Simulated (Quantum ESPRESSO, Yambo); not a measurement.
# A GW chain in Yambo: WSe2 (P6_3/mmc), part 3 of 3

Wanted: ground state, empty states, screening and self-energy for WSe2 (P6_3/mmc).

Quantum ESPRESSO 7.5 and Yambo 5.3.0; PBE and many-body steps on it, plane waves. Known limits of the many-body steps: not at the basis limit; no spin-orbit coupling; coarse k mesh.

So far. Step 3 (Bands along the symmetry lines): The gap is 0.979 eV, as in the run before at this level. Step 4 (Empty states on the mesh, 6×6×1 mesh, 241 bands): On this mesh the gap is 0.979 eV.

The database entry behind the starting cell differs from later determinations by our own check (a about 0.2 % long), so it need not match the best structure at ambient conditions.

**6. Screening and self-energy, 6×6×1 mesh, 241 bands, screening to 149.7 eV**

Now the one-shot GW correction: screening in the RPA, then the self-energy of the levels asked for.

This step: G0W0 on PBE, plane waves, norm-conserving pseudopotentials.

gw1.in

```
HF_and_locXC
gw0
dyson
ppa
em1d
rim_cut
RandQpts= 1000000
RandGvec= 1 RL
EXXRLvcs= 104 Ry
VXCRLvcs= 416 Ry
Chimod= "HARTREE"
% BndsRnXp
 1 | 241 |
%
NGsBlkXp= 11 Ry
% LongDrXp
 1 | 1 | 1 |
%
% GbndRnge
 1 | 241 |
%
DysSolver= "n"
ExtendOut
PPAPntXp= 27.21138 eV
% QPkrange
 1 | 1 | 61 | 64 |
 5 | 5 | 61 | 64 |
 7 | 7 | 61 | 64 |
%
```

Started as:

```console
OMP_NUM_THREADS=2 mpirun -n 4 yambo -F gw1.in -J gw1 -C gw1 > gw1.log
```

What it wrote:

```text
 Yambo, version 5.3.0

 [02] CORE Variables Setup
 =========================

  [... cell, symmetries and grids as in the set-up ...]

  [02.05] Energies & Occupations
  ==============================

  [X] === General ===
  [X] Electronic Temperature                        :  0.000000  0.000000 [eV K]
  [X] Bosonic    Temperature                        :  0.000000  0.000000 [eV K]
  [X] Finite Temperature mode                       : no
  [X] El. density                                   :  0.10199E+25 [cm-3]
  [X] Fermi Level                                   :  13.97297 [eV]

  [X] === Gaps and Widths ===
  [X] Conduction Band Min                           :  0.979082 [eV]
  [X] Valence Band Max                              :  0.000000 [eV]
  [X] Filled Bands                                  :   62
  [X] Empty Bands                                   :   63  241
  [X] Direct Gap                                    :  1.523861 [eV]
  [X] Direct Gap localized at k                     :   7
  [X] Indirect Gap                                  :  0.979082 [eV]
  [X] Indirect Gap between kpts                     :   1   5
  [X] Last valence band width                       :  1.440995 [eV]
  [X] 1st conduction band width                     :  1.661850 [eV]

 [03] Transferred momenta grid and indexing
 ==========================================

 IBZ Q-points                                      :   7
 BZ  Q-points                                      :   36

 K/Q-points units:
 rlu = crystal or reduced units; cc = cartesian coordinates; iku = interal k-units

 Q [1]          [rlu]:  0.000000  0.000000  0.000000
 Q [2]          [rlu]: -0.12142E-17  0.16667       0.0000
 Q [3]          [rlu]: -0.24284E-17  0.33333       0.0000
 Q [4]          [rlu]:  0.36427E-17 -0.50000       0.0000
 Q [5]          [rlu]:  0.166667  0.166667  0.000000
 Q [6]          [rlu]:  0.166667  0.333333  0.000000
 Q [7]          [rlu]:  0.333333  0.333333  0.000000

 [04] Coloumb potential Random Integration (RIM)
 ===============================================

  [04.01] RIM initialization
  ==========================

  * Diagonal components only detected *

  8 x (sBL volume)        :  0.067184 [a.u.]
  sBZ random points       :  1000000
  Points outside the sBZ  :   7993074
  RL volume               :  0.302330 [a.u.]
  Integrated volume       :  0.302592 [a.u.]

  [04.02] RIM integrals
  =====================

  Gamma point sphere radius             :  0.073741 [a.u.]
  Points outside the sphere             :   799513
  [Int_sBZ(q=0) 1/q^2]*(Vol_sBZ)^(-1/3) =:  7.609463
                                 should be <:  7.795600

  Summary of Coulomb integrals for non-metallic bands |Q|[au] RIM/Bare

  Q [1] 0.100000E-4 0.976123 * Q [2] 0.194493 0.983883
  Q [5] 0.336871 0.996983 * Q [3] 0.388985 0.998181
  Q [6] 0.514579 0.999436 * Q [4] 0.583478 1.000258
  Q [7] 0.673742 1.000027

 [05] Dipoles
 ============

  [05.01] Setup: observables and procedures
  =========================================

  [WARNING] [x,Vnl] slows the Dipoles computation. To neglect it rename the ns.kb_pp file

 [06] Dynamic Dielectric Matrix (PPA)
 ====================================

 [WR./gw1//ndb.pp]---------------------------------------------------------------
  Brillouin Zone Q/K grids (IBZ/BZ)                :    7   36    7   36
  RL vectors                                       :  17593 [WF]
  Coulomb cutoff potential                         : none
  Electronic Temperature                           :  0.000000 [K]
  Bosonic    Temperature                           :  0.000000 [K]
  PPA    diel. fun.  energies                      : Perdew, Burke & Ernzerhof(X)+Perdew, Burke & Ernzerhof(C)
  wavefunctions                                    : Perdew, Burke & Ernzerhof(X)+Perdew, Burke & Ernzerhof(C)
  Global Gauge                                     : length
  X matrix size                                    :   525
  X band range                                     :    1  241
  X e/h energy range                               : -1.000000 -1.000000 [eV]
  X Time ordering                                  : R
  X Hxc Kernel                                     : HARTREE
  X Drude frequency                                :  0.000000  0.000000
  X poles                                          :  100.0000 [o/o]
  RL vectors in the sum                            :  17593
  [r,Vnl] included                                 : yes
  Field direction                                  :  0.577350E-5  0.577350E-5  0.577350E-5
  BZ energy Double Grid                            : no
  BZ energy DbGd points                            : 0
  BZ Q point size factor                           : -1.000000
  X Optical Averaged directions                    : none

 [07] Local Exchange-Correlation + Non-Local Fock
 ================================================

 [VXC] Plane waves :  117381
 [EXS] Plane waves :  14629

 QP @ state[ 1 ] K range:  1  1
 QP @ state[ 1 ] b range:   61   64
 QP @ state[ 2 ] K range:   5   5
 QP @ state[ 2 ] b range:   61   64
 QP @ state[ 3 ] K range:   7   7
 QP @ state[ 3 ] b range:   61   64

 [xc] Functional : Perdew, Burke & Ernzerhof(X)+Perdew, Burke & Ernzerhof(C)
 [xc] LIBXC used to calculate xc functional
  PP Number of Atomic Species                      :  2
  NLCC RL compoments                               :  117381
  PP Number of Atomic Species                      :  2
  NLCC RL compoments                               :  117381

 [xc] E_xc :  -116.4123 [Ha]
      E_xc :  -232.8245 [Ry]

  Local XC kind (lXC) : Perdew, Burke & Ernzerhof(X)+Perdew, Burke & Ernzerhof(C)
  Non-Local XC kind (nlXC) : Hartree-Fock

  Corrections @ K [1] :  [eV]
 <61|nlXC|61> = -16.86469 -0.39432E-17 <61|lXC|61> = -14.84011  0.18882E-15
 <62|nlXC|62> = -16.19061  0.17147E-16 <62|lXC|62> = -16.07180 -0.97448E-24
 <63|nlXC|63> = -11.51260  0.95999E-18 <63|lXC|63> = -15.98774  0.75527E-15
 <64|nlXC|64> = -11.51254 -0.11412E-18 <64|lXC|64> = -15.98774  0.75527E-15

  Corrections @ K [5] :  [eV]
 <61|nlXC|61> = -16.30421  0.21589E-17 <61|lXC|61> = -15.48281  0.37763E-15
 <62|nlXC|62> = -16.49217 -0.26027E-17 <62|lXC|62> = -15.62474  0.18882E-15
 <63|nlXC|63> = -10.55755  0.92836E-19 <63|lXC|63> = -14.52285  0.29504E-16
 <64|nlXC|64> = -11.23600 -0.12229E-19 <64|lXC|64> = -15.71204  0.94408E-16

  Corrections @ K [7] :  [eV]
 <61|nlXC|61> = -15.10827 -0.85406E-17 <61|lXC|61> = -14.91823  0.23602E-15
 <62|nlXC|62> = -15.61517  0.39475E-17 <62|lXC|62> = -15.56000 -0.47204E-16
 <63|nlXC|63> = -11.88080  0.68424E-17 <63|lXC|63> = -16.26388 -0.33350E-25
 <64|nlXC|64> = -11.88080 -0.51962E-17 <64|lXC|64> = -16.26388  0.94408E-16

  [07.01] Hartree-Fock occupations report
  =======================================

  [Hartree-Fock] === General ===
  [Hartree-Fock] Electronic Temperature             :  0.000000  0.000000 [eV K]
  [Hartree-Fock] Bosonic    Temperature             :  0.000000  0.000000 [eV K]
  [Hartree-Fock] Finite Temperature mode            : no
  [Hartree-Fock] El. density                        :  0.10199E+25 [cm-3]
  [Hartree-Fock] Fermi Level                        :  13.97297 [eV]

  [Hartree-Fock] === Gaps and Widths ===
  [Hartree-Fock] Conduction Band Min                :  1.555582 [eV]
  [Hartree-Fock] Valence Band Max                   : -0.118809 [eV]
  [Hartree-Fock] Filled Bands                       :   62
  [Hartree-Fock] Empty Bands                        :   63  241
  [Hartree-Fock] Direct Gap                         :  2.323251 [eV]
  [Hartree-Fock] Direct Gap localized at k          :  2
  [Hartree-Fock] Indirect Gap                       :  1.674391 [eV]
  [Hartree-Fock] Indirect Gap between kpts          :  1  3
  [Hartree-Fock] Last valence band width            :  1.845454 [eV]
  [Hartree-Fock] 1st conduction band width          :  5.560487 [eV]

 [08] Dyson equation: Newton solver
 ==================================

  [08.01] G0W0 (W PPA)
  ====================

  [  GW  ] Bands range     :    1  241
  [GW/PPA] G damping       :  0.100000 [eV]

  QP @ state[ 1 ] K range:  1  1
  QP @ state[ 1 ] b range:   61   64
  QP @ state[ 2 ] K range:   5   5
  QP @ state[ 2 ] b range:   61   64
  QP @ state[ 3 ] K range:   7   7
  QP @ state[ 3 ] b range:   61   64

   Sc/G bands                                       :    1  241
   Sc/G damping                                     :  0.100000 ev
   Sc bands terminator                              : no
   Sx RL components                                 :  14629

   QP @ state[ 1 ] K range                          :  1  1
   QP @ state[ 1 ] b range                          :   61   64
   QP @ state[ 2 ] K range                          :   5   5
   QP @ state[ 2 ] b range                          :   61   64
   QP @ state[ 3 ] K range                          :   7   7
   QP @ state[ 3 ] b range                          :   61   64
   GF energies kind                                 : Perdew, Burke & Ernzerhof(X)+Perdew, Burke & Ernzerhof(C)
   GF WF`s kind                                     : Perdew, Burke & Ernzerhof(X)+Perdew, Burke & Ernzerhof(C)
   Xs energies kind                                 : Perdew, Burke & Ernzerhof(X)+Perdew, Burke & Ernzerhof(C)
   Xs WF`s kind                                     : Perdew, Burke & Ernzerhof(X)+Perdew, Burke & Ernzerhof(C)

 [11] Game Over & Game summary
```

Run time: 12 min. Hardware: 4 MPI ranks of Arm Neoverse V1, shared host; peak memory 6.4 GiB.

Numbers from this step:

- G0W0 gap on the points computed: 1.220 eV
- starting gap on the mesh: 0.9791 eV
- k of the valence top: 0, 0, 0
- k of the conduction bottom: 0.1667, 0.1667, 0
- least direct G0W0 gap on the computed points: 2.014 eV
- Z at the valence top: 0.7928
- Z at the conduction bottom: 0.8007

The gap on the mesh goes from 0.98 eV to 1.22 eV, a correction of +0.24 eV.

Limits: finite bands, cutoff and mesh; no spin-orbit coupling; coarse k mesh. v1 is the top filled band, c1 the lowest empty one. The levels before and after the correction (eV, zero at the valence-band top of each column):

|  | conduction bottom | valence top |
| --- | --- | --- |
| Kohn-Sham | 0.98 | 0.00 |
| G0W0 | 1.22 | 0.00 |

|  | level | energy (eV) |
| --- | --- | --- |
| Kohn-Sham | Γ v2 | -1.070 |
| Kohn-Sham | Γ v1 | 0.000 |
| Kohn-Sham | Γ c1-c2 | 2.641 |
| Kohn-Sham | (0.167 0.167 0) v2 | -1.137 |
| Kohn-Sham | (0.167 0.167 0) v1 | -1.097 |
| Kohn-Sham | (0.167 0.167 0) c1 | 0.979 |
| Kohn-Sham | (0.167 0.167 0) c2 | 1.863 |
| G0W0 | Γ v2 | -1.544 |
| G0W0 | Γ v1 | 0.000 |
| G0W0 | Γ c1-c2 | 3.056 |
| G0W0 | (0.167 0.167 0) v2 | -1.207 |
| G0W0 | (0.167 0.167 0) v1 | -1.182 |
| G0W0 | (0.167 0.167 0) c1 | 1.220 |
| G0W0 | (0.167 0.167 0) c2 | 2.256 |

**7. Where the time went**

Times are wall times on the hardware named with each run, good to a factor of about two.

| step | time | share | memory (GiB) |
| --- | --- | --- | --- |
| ground state | 62 s | 7 % | 1.7 |
| bands along the symmetry lines | 74 s | 8 % | 1.5 |
| empty states on the mesh | 64 s | 7 % | 1.7 |
| conversion and set-up | 4.1 s | 0 % | 0.26 |
| screening and self-energy | 12 min | 78 % | 6.4 |

**8. Results**

| Item | Value |
| --- | --- |
| PBE gap | 0.98 eV, indirect |
| G0W0 gap on the mesh | 1.22 eV |
| GW settings | 6×6×1 mesh, 241 bands, screening to 149.7 eV, Godby-Needs plasmon pole |
| known limits | not at the basis limit; no spin-orbit coupling; coarse k mesh |

What this shows: G0W0 moves the gap on the mesh from 0.98 eV to 1.22 eV (+0.24 eV), with Z of 0.79 and 0.80 at the edges. Only 3 of the mesh's irreducible points were corrected, so a valley elsewhere could overtake. The dearest step here is «screening and self-energy». Bands and cutoff are finite, so the gap is not at the basis limit. The miss can reach some tenths of an eV and take either sign; the mesh is an error of its own. In the G0W0 run levels were corrected at 3 k points alone, so a gap called «on the mesh» is the least over those, and an edge elsewhere would be missed. The 6×6×1 mesh is coarse for this cell, which bears on the long-range parts of exchange and screening. The many-body steps are scalar-relativistic: spin-orbit coupling is not in them.

[Paths, hosts, dates, memory and timing lines, banners, echoed tables and standing remarks are left out of the program output.]

[Logs are printed without paths, hosts, clocks, repeated set-up lines and the standing remarks that a program may print on its own settings, such as how far it seeks lower states.]

[Runs of the session that timed out or met a known fault of the program may be left out.]

[Hosts, paths, dates, database ids (printed as entryN), source tags and the programs' standing remarks are cut or masked in the printed files.]
